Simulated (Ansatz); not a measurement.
## Ba2C (built on the sites of a database entry of Be2C): relaxing the cell for a phonon run

Wanted: the relaxed cell of Ba2C (built on the sites of a database entry of Be2C).

Program: Ansatz 0.2.0. Level of theory: DFT LDA, scalar-relativistic, plane waves, PAW. Results are calculated unless marked as measured.

The structure was built from a prototype and need not be the compound's stable phase.

## (1) The starting structure

Symmetry: Fm-3m, No. 225, cubic system. Conventional cell: a = 7.825 Å, b = 7.825 Å, c = 7.825 Å, α = 90.00°, β = 90.00°, γ = 90.00°. Ba has 4 C at 3.39 Å nearest. Nearest to C lie 8 Ba at 3.39 Å. Farther neighbours are not listed.

## (2) A coarse first look

First a cheap look: the gap decides the mesh and the occupations, the pressure tells how far the cell has to move.

Contents of input.yaml:

```yaml
crystal:
  lattice:
    - [0.0, 3.91252, 3.91252]
    - [3.91252, 0.0, 3.91252]
    - [3.91252, 3.91252, 0.0]
  atoms:
    - { symbol: Ba, position: [0.25, 0.25, 0.25] }
    - { symbol: Ba, position: [0.75, 0.75, 0.75] }
    - { symbol: C, position: [0.0, 0.0, 0.0] }
kpoints:
  mp_grid: { grid: [4, 4, 4] }
hamiltonian:
  xc: lda
scf:
  occupations: { method: gaussian, width: 0.1 }
output:
  forces: true
  stress: true
  eigenvalues: true
```

Run with:

```
ansatz run input.yaml --threads 4 --pin off --max-ram 7168MiB --backend cpu --events-out ev --progress --plain --runs-dir out
```

Numbers of over 12 decimals in the logs are rounded to 6 here.

Output:

```text
Engine: ansatz 0.2.0, aarch64-unknown-linux-gnu
Pseudopotentials: kind: paw
Pseudopotential: Ba, paw, valence charge 10, recommended cutoff 420 eV (normal), Ba.paw.azcp
Pseudopotential: C, paw, valence charge 4, recommended cutoff 420 eV (normal), C.paw.azcp
Functional definition: SPW92
  exchange = slater_x
  correlation = pw_c
Crystal: 3 atoms, lattice volume = 119.784 Å³
Basis set: ecut = 420 eV, 2277 PW (Γ)
[...]
P = ⅓ Tr σ = -7.3545 GPa (-73.545 kbar)
--- Band table (eV; the first three rows and the last of 8) ---
  k-point 0: bands = [... 8 lower, -1.4372, 5.0163, 5.0163, 5.0163, 5.5276, 6.6086, 6.6086, 9.4277]
  k-point 1: bands = [... 8 lower, -1.3091, 4.7490, 5.3047, 5.3047, 7.0322, 7.0780, 7.0780, 8.3193]
  k-point 2: bands = [... 8 lower, -1.1977, 5.1425, 5.6779, 5.6779, 7.3575, 7.9294, 7.9294, 8.5005]
  k-point 7: bands = [... 8 lower, -1.1629, 5.3627, 5.3627, 5.9307, 6.4458, 7.6823, 7.6823, 8.5476]
[key lines of the parts left out:]
SCF converged after 6 iterations
Free energy (F): -11799.073880 eV
Fermi energy:    6.150341 eV
```

Wall time 0.56 s (4 threads of Arm Neoverse V1, shared host); peak memory 0.34 GiB.

Numbers from this step:

```yaml
pressure: -7.354 GPa
volume_per_atom: 39.93 Å³
gap_on_the_k_mesh: 0 eV
```

The coarse mesh shows no gap and a pressure of -7.4 GPa.

## (3) Bringing the structure to rest, k-mesh 8×8×8

Harmonic phonons are second derivatives at a point where the forces vanish, and they are wanted at zero stress, so atoms and cell are relaxed first.

Edit input.yaml of step 2 so:

```diff
@@ -10,3 +10,3 @@
 kpoints:
-  mp_grid: { grid: [4, 4, 4] }
+  mp_grid: { grid: [8, 8, 8] }
 hamiltonian:
@@ -19 +19,6 @@
   eigenvalues: true
+relax:
+  adjacent_minimum: "off"
+  f_tol: 0.005
+  max_steps: 80
+  cell: { stress_tol: 0.05 }
```

Output:

```text
[...]
Crystal: 3 atoms, lattice volume = 119.784 Å³
Basis set: ecut = 420 eV, 2277 PW (Γ)
Bands: 16, of which v1, the nominal top of the filled ones, is band 12 counted from 1 (11 counted from 0)
Symmetry: 48 space group operations
[...]
k-points: 29 of 512
[...]
SCF iter   1: F=—  HF=-11799.060768 eV  |F-HF|=—  |Δ(HF+E_count)|=         —  Δρ=5.69e-3  dr2=7.88e-2  ethr=1.77e-3  ⟨swp⟩=8.8  Hψ=2894  notcnv=0
[...]
SCF iter   7: F=-11799.054456 eV  HF=-11799.054456 eV  |F-HF|=4.36e-9  |Δ(HF+E_count)|=   1.44e-8  Δρ=2.98e-6  dr2=1.14e-8  ethr=4.17e-10  ⟨swp⟩=6.9  Hψ=2571  notcnv=0
SCF 1 converged in 7 iterations: F = -11799.054456 eV  dr2 = 1.14e-8
[...]
relax step   1: F+E_penalty+E_count = -11799.05445564 eV  Δ(F+E_penalty+E_count) = +0.000e0 eV  max|allowed force component| = 1.156e-17 eV/Å  Δτ_max = 0.0000 Å  P = -7.353 GPa  Ω = 119.784 Å³  (7 SCF iters, dr2 threshold 1.00e-7 eV, accepted)
Crystal: 3 atoms, lattice volume = 103.106 Å³
Basis set: ecut = 420 eV, 1989 PW (Γ)
[...]
iter 1 solved again at ethr=6.22e-4 eV; its pass at ethr=3.10e-3 eV (dr2=1.49e-1 eV) is discarded
[...]
SCF iter   7: F=-11799.799297 eV  HF=-11799.799297 eV  |F-HF|=7.42e-9  |Δ(HF+E_count)|=   1.38e-7  Δρ=6.11e-6  dr2=5.47e-8  ethr=1.25e-9  ⟨swp⟩=7.2  Hψ=2540  notcnv=0
SCF 2 converged in 7 iterations: F = -11799.799297 eV  dr2 = 5.47e-8
relax step   2: F+E_penalty+E_count = -11799.79929658 eV  Δ(F+E_penalty+E_count) = -7.448e-1 eV  max|allowed force component| = 9.714e-17 eV/Å  Δτ_max = 0.0000 Å  P = -6.599 GPa  Ω = 103.106 Å³  energy of the carried Pulay correction = +5.964e-3 eV  (7 SCF iters, dr2 threshold 3.00e-7 eV, accepted)
Crystal: 3 atoms, lattice volume = 88.052 Å³
Basis set: ecut = 420 eV, 1759 PW (Γ)
[...]
SCF iter   6: F=-11800.321612 eV  HF=-11800.321612 eV  |F-HF|=1.22e-10  |Δ(HF+E_count)|=   9.59e-8  Δρ=4.13e-6  dr2=7.20e-9  ethr=1.25e-9  ⟨swp⟩=3.9  Hψ=2233  notcnv=0
SCF 3 converged in 6 iterations: F = -11800.321612 eV  dr2 = 7.20e-9
relax step   3: F+E_penalty+E_count = -11800.32161204 eV  Δ(F+E_penalty+E_count) = -5.223e-1 eV  max|allowed force component| = 5.860e-17 eV/Å  Δτ_max = 0.0000 Å  P = -3.916 GPa  Ω = 88.052 Å³  energy of the carried Pulay correction = +1.217e-2 eV  (6 SCF iters, dr2 threshold 3.00e-7 eV, accepted)
[...]
relax step   4: F+E_penalty+E_count = -11800.42815684 eV  Δ(F+E_penalty+E_count) = -1.065e-1 eV  max|allowed force component| = 3.701e-17 eV/Å  Δτ_max = 0.0000 Å  P = +2.528 GPa  Ω = 74.540 Å³  energy of the carried Pulay correction = +1.857e-2 eV  (6 SCF iters, dr2 threshold 3.00e-7 eV, accepted)
[...]
relax step   5: F+E_penalty+E_count = -11800.45434901 eV  Δ(F+E_penalty+E_count) = -2.619e-2 eV  max|allowed force component| = 3.778e-17 eV/Å  Δτ_max = 0.0000 Å  P = -0.452 GPa  Ω = 79.314 Å³  energy of the carried Pulay correction = +1.621e-2 eV  (6 SCF iters, dr2 threshold 3.00e-7 eV, accepted)
[...]
relax step   6: F+E_penalty+E_count = -11800.45591429 eV  Δ(F+E_penalty+E_count) = -1.565e-3 eV  max|allowed force component| = 3.315e-17 eV/Å  Δτ_max = 0.0000 Å  P = -0.019 GPa  Ω = 78.518 Å³  energy of the carried Pulay correction = +1.659e-2 eV  (6 SCF iters, dr2 threshold 3.00e-7 eV, accepted)
[...]
relax step   7: F+E_penalty+E_count = -11800.45207275 eV  Δ(F+E_penalty+E_count) = +3.842e-3 eV  max|allowed force component| = 3.624e-17 eV/Å  Δτ_max = 0.0000 Å  P = -0.096 GPa  Ω = 78.518 Å³  stress off target by 9.58e-2 GPa  SCF on the basis re-selected at this cell (its energy is not comparable with the rows above)  (6 SCF iters)
[...]
relax step   8: F+E_penalty+E_count = -11800.45220714 eV  Δ(F+E_penalty+E_count) = -1.344e-4 eV  max|allowed force component| = 1.619e-17 eV/Å  Δτ_max = 0.0000 Å  P = -0.002 GPa  Ω = 78.353 Å³  energy of the carried Pulay correction = +8.386e-5 eV  (6 SCF iters, dr2 threshold 2.29e-8 eV, accepted)
[...]
SCF iter   1: F=—  HF=-11800.452173 eV  |F-HF|=—  |Δ(HF+E_count)|=         —  Δρ=2.19e-6  dr2=1.76e-9  ethr=7.15e-7  ⟨swp⟩=3.2  Hψ=4159  notcnv=0
eigensolver tolerance schedule: the retry pair's looser diagonalisation over-reported the residual by 97694.37 of it (diagonalisation noise at an unbounded share of the residual, at the tolerance the schedule requests for it); recorded, not acted on — ethr = c·dr2/N_el stays at c = 1.0e-1
[...]
SCF iter   2: F=—  HF=-11800.452172 eV  |F-HF|=—  |Δ(HF+E_count)|=   3.75e-7  Δρ=9.80e-7  dr2=1.19e-10  ethr=7.32e-12  ⟨swp⟩=3.6  Hψ=1183  notcnv=0
[...]
SCF iter   7: F=-11800.452172 eV  HF=-11800.452172 eV  |F-HF|=7.28e-12  |Δ(HF+E_count)|=  5.46e-12  Δρ=4.43e-10  dr2=9.95e-17  ethr=1.00e-12  ⟨swp⟩=2.8  Hψ=1441  notcnv=0
SCF 9 converged in 7 iterations: F = -11800.452172 eV  dr2 = 9.95e-17
relax step   9: F+E_penalty+E_count = -11800.45217213 eV  Δ(F+E_penalty+E_count) = +3.501e-5 eV  max|allowed force component| = 3.007e-17 eV/Å  Δτ_max = 0.0000 Å  P = -0.003 GPa  Ω = 78.353 Å³  stress off target by 2.96e-3 GPa  SCF on the basis re-selected at this cell (its energy is not comparable with the rows above)  (7 SCF iters)
[...]
SCF converged after 7 iterations
Free energy (F): -11800.452172 eV
[...]
Internal energy: -11800.448426 eV  (E = F + TS)
E sigma→0 (E₀):  -11800.450299 eV
Entropy (-TS):   -0.003746 eV (-1.249 meV/atom)
Fermi energy:    10.485636 eV
[...]
--- Stress (GPa, compression-positive) ---
       -0.002959      -0.000000      -0.000000
       -0.000000      -0.002959       0.000000
       -0.000000      -0.000000      -0.002959
  P = ⅓ Tr σ = -0.0030 GPa (-0.030 kbar)
--- Band table (eV; the first three rows and the last of 29) ---
  k-point 0: bands = [... 8 lower, 2.4453, 8.3014, 8.3014, 8.3014, 10.5853, 10.5853, 10.6967, 15.0253]
  k-point 1: bands = [... 8 lower, 2.5949, 8.3466, 8.4461, 8.4461, 10.8339, 10.8339, 11.2162, 14.4099]
  k-point 2: bands = [... 8 lower, 2.8896, 8.7282, 8.8462, 8.8462, 11.5236, 11.5236, 12.1422, 13.6908]
  k-point 28: bands = [... 8 lower, 3.1155, 9.5234, 9.7801, 9.7801, 11.4475, 12.6081, 12.6081, 13.5999]
--- Relaxed structure (7 steps of the walk, 7 accepted, 2 SCFs on fresh bases) ---
  F+E_penalty+E_count = -11800.45217213 eV   max|allowed force component| = 3.007e-17 eV/Å   (the final SCF, on the basis selected at the relaxed cell)
  cell:  # Å, volume = 78.3530 Å³
    - [0, 3.396319, 3.396319]
    - [3.396319, 0, 3.396319]
    - [3.396319, 3.396319, 0]
  atoms:
    - { symbol: Ba, position: [0.25, 0.25, 0.25] }
    - { symbol: Ba, position: [0.750000, 0.750000, 0.750000] }
    - { symbol: C, position: [0, 0, 0] }
```

It took 9.3 s on 4 threads; peak memory 0.43 GiB; 34 s of CPU time.

The steps of the relaxation:

```
step  energy less that of the first step (eV)  largest force component (eV/Å)  pressure (GPa)  volume (Å³)
   1                                   0.0000                          0.0000           -7.35       119.78
   2                                  -0.7448                          0.0000           -6.60       103.11
   3                                  -1.2672                          0.0000           -3.92        88.05
   4                                  -1.3737                          0.0000            2.53        74.54
   5                                  -1.3999                          0.0000           -0.45        79.31
   6                                  -1.4015                          0.0000           -0.02        78.52
  7*                                  -1.3976                          0.0000           -0.10        78.52
   8                                  -1.3978                          0.0000            0.00        78.35
  9*                                  -1.3977                          0.0000            0.00        78.35
```

Relaxation steps marked * repeat the geometry before them on a plane-wave basis chosen anew for their cell, so energy and pressure can jump there.

Forces are held to the 48 operations that the run works with; a distortion that breaks them can't arise in this run.

```csv
cell as run,before,after,change
a (Å),5.533,4.803,-13.2 %
b (Å),5.533,4.803,-13.2 %
c (Å),5.533,4.803,-13.2 %
volume (Å³/atom),39.93,26.12,-34.6 %
```

The relaxed structure:

```xyz
3
Lattice="0.0000 3.3963 3.3963 3.3963 0.0000 3.3963 3.3963 3.3963 0.0000" Properties=species:S:1:pos:R:3 pbc="T T T"
Ba    1.6982    1.6982    1.6982
Ba    5.0945    5.0945    5.0945
C     0.0000    0.0000    0.0000
```

This step gave:

| Item | Value |
| --- | --- |
| pressure | -0.002959 GPa |
| volume per atom | 26.12 Å³ |

In this step the volume went from 39.93 to 26.12 Å³/atom.

## (4) Bringing the structure to rest, k-mesh 10×10×10

The relaxation is repeated from its end, on the mesh and smearing that suit the cell and gap now reached.

input.yaml, the sections that differ from step 3:

```yaml
crystal:
  lattice:
    - [0.0, 3.3963189299, 3.3963189299]
    - [3.3963189299, 0.0, 3.3963189299]
    - [3.3963189299, 3.3963189299, 0.0]
  atoms:
    - { symbol: Ba, position: [0.25, 0.25, 0.25] }
    - { symbol: Ba, position: [0.75, 0.75, 0.75] }
    - { symbol: C, position: [0.0, 0.0, 0.0] }
kpoints:
  mp_grid: { grid: [10, 10, 10] }
output:
  forces: true
  stress: true
  eigenvalues: true
  write_density: true
  write_potential: true
  elf: true
  volumetric_format: npy
# hamiltonian, scf, relax: as in step 3
```

Output:

```text
[...]
Crystal: 3 atoms, lattice volume = 78.353 Å³
Basis set: ecut = 420 eV, 1471 PW (Γ)
Bands: 16, of which v1, the nominal top of the filled ones, is band 12 counted from 1 (11 counted from 0)
[... 1 set-up line as in the run before ...]
[...]
k-points: 47 of 1000
[...]
--- Relaxed structure (1 steps of the walk, 1 accepted, 1 SCFs on fresh bases) ---
[...]
cell:  # Å, volume = 78.3530 Å³
    - [0.0, 3.3963189299, 3.3963189299]
    - [3.3963189299, 0.0, 3.3963189299]
    - [3.3963189299, 3.3963189299, 0.0]
  atoms:
    - { symbol: Ba, position: [0.25, 0.25, 0.25] }
    - { symbol: Ba, position: [0.75, 0.75, 0.75] }
    - { symbol: C, position: [0.0, 0.0, 0.0] }
[key lines of the parts left out:]
SCF converged after 8 iterations
Free energy (F): -11800.453151 eV
Fermi energy:    10.499622 eV
P = ⅓ Tr σ = -0.0173 GPa (-0.173 kbar)
```

Run time: 3.6 s. Hardware: 4 threads; peak memory 0.4 GiB.

Little changed from the start: no atom moved by 0.005 Å and no cell edge by 0.1 %.

This step gave:

| Quantity | Value |
| --- | --- |
| pressure | -0.01728 GPa |

Valence density in the ac plane of the cell as run, not the conventional one, at fractional y = 0.000, with atoms of C within 0.2 Å of it. It is the smooth field of the valence electrons, not physical close to the nuclei.

Ten even steps from '_' (0.1 e/Å³) to '@' (1.6 e/Å³), each cell a mean:
```
@@@@++..______________..--##
****==::________..______..--
::--::..______..::::..____..
__....________::--==::..____
______________..--====::____
________________..----::..__
____......________..::..____
____..::--::________________
____..--==--::______________
______::====--..____________
..____..::--::..______..::..
--..______......____..::==++
##==..______________..--**@@
@@##--..______________::**@@
```
Columns run along a (4.8 Å), rows up along c (4.8 Å). Atoms in or near the plane, at fractional coordinates: C at (0.00, 0.00).

Electrostatic potential energy in the ac plane of the cell as run, not the conventional one, at fractional y = 0.000, with atoms of C within 0.2 Å of it. With pseudopotentials it is smooth inside the atoms' cores, unlike the true potential.

Ten even steps from '0' (-31 eV) to '9' (13 eV), each cell a mean:
```
00599988899971
33799988789997
98999987668999
99999986556899
99999987545689
99889988755678
88877888876788
88766688888888
98754568999999
99865467999999
99986567899999
89998778899975
16999888999830
01899988999930
```
Columns run along a (4.8 Å; values clipped at the 3rd and 97th percentile), rows up along c (4.8 Å). Atoms in or near the plane, at fractional coordinates: C at (0.00, 0.00).

ELF in the ac plane of the cell as run, not the conventional one, at fractional y = 0.000, with atoms of C within 0.2 Å of it. It is the smooth field of the valence electrons, not physical close to the nuclei.

Ten even steps from '0' (0.05) to '9' (0.87), each cell a mean:
```
25884100002687
88984113421378
89884136874236
56663127998412
12221015999720
00111002799840
01454200257630
01688730012310
01599972001111
21379984113444
63147985126888
87413564126898
68731111026985
16862000015882
```
Columns run along a (4.8 Å), rows up along c (4.8 Å). Atoms in or near the plane, at fractional coordinates: C at (0.00, 0.00).

In this step the volume went from 26.12 to 26.12 Å³/atom.

## (5) Tight relaxation

Phonons need a cell at rest on their own settings, so the relaxation is repeated with tight tolerances on forces and stress, using the mesh and the filling of the phonon run that follows.

input.yaml, the sections that differ from step 4:

```yaml
scf:
  occupations: { method: methfessel_paxton, width: 0.15 }
output:
  forces: true
  stress: true
  eigenvalues: true
relax:
  adjacent_minimum: "off"
  f_tol: 0.001
  max_steps: 60
  cell: { stress_tol: 0.01 }
# crystal, kpoints, hamiltonian: as in step 4
```

Output:

```text
[...]
Crystal: 3 atoms, lattice volume = 78.353 Å³
Basis set: ecut = 420 eV, 1471 PW (Γ)
Bands: 16, of which v1, the nominal top of the filled ones, is band 12 counted from 1 (11 counted from 0)
[... 1 set-up line as in the run before ...]
[...]
k-points: 47 of 1000
[...]
k-point 46: bands = [... 8 lower, 3.1100, 9.5323, 9.5750, 10.0262, 11.3896, 12.4792, 12.5970, 13.7060]
--- Relaxed structure (3 steps of the walk, 3 accepted, 1 SCFs on fresh bases) ---
[...]
cell:  # Å, volume = 78.3205 Å³
    - [0, 3.395850, 3.395850]
    - [3.395850, 0, 3.395850]
    - [3.395850, 3.395850, 0]
  atoms:
    - { symbol: Ba, position: [0.25, 0.25, 0.25] }
    - { symbol: Ba, position: [0.75, 0.75, 0.75] }
    - { symbol: C, position: [0, 0, 0] }
[key lines of the parts left out:]
SCF converged after 5 iterations
Free energy (F): -11800.451447 eV
Fermi energy:    10.511818 eV
P = ⅓ Tr σ = -0.0003 GPa (-0.003 kbar)
```

It took 6.2 s on 4 threads; peak memory 0.38 GiB; 22 s of CPU time.

Little changed from the start: no atom moved by 0.005 Å and no cell edge by 0.1 %.

Numbers from this step:

```yaml
pressure: -2.87e-4 GPa
volume_per_atom: 26.11 Å³
```

The forces vanish by symmetry and the pressure is 0.000 GPa, within the tolerances set. The cell now holds 26.11 Å³/atom.

## (6) Results

```
space group after relaxation : Fm-3m
lattice constant a           : 6.792 Å
lattice constant b           : 6.792 Å
lattice constant c           : 6.792 Å
volume per atom              : 26.1 Å³
```

What this shows: The forces vanish by symmetry and the pressure is 0.000 GPa, within the tolerances set. The cell now holds 26.11 Å³/atom. The relaxation keeps the symmetry of its start, so it says nothing on stability against lower symmetry. Spin-orbit coupling is left out, which can matter for the heavy elements here. The starting cell was built on a prototype and not taken from a measurement, so the phase need not exist.

[Logs are printed without paths, hosts, clocks, repeated set-up lines and the standing remarks that a program may print on its own settings, such as how far it seeks lower states.]

[Hosts, paths, dates, database ids (printed as entryN), source tags and the programs' standing remarks are cut or masked in the printed files.]
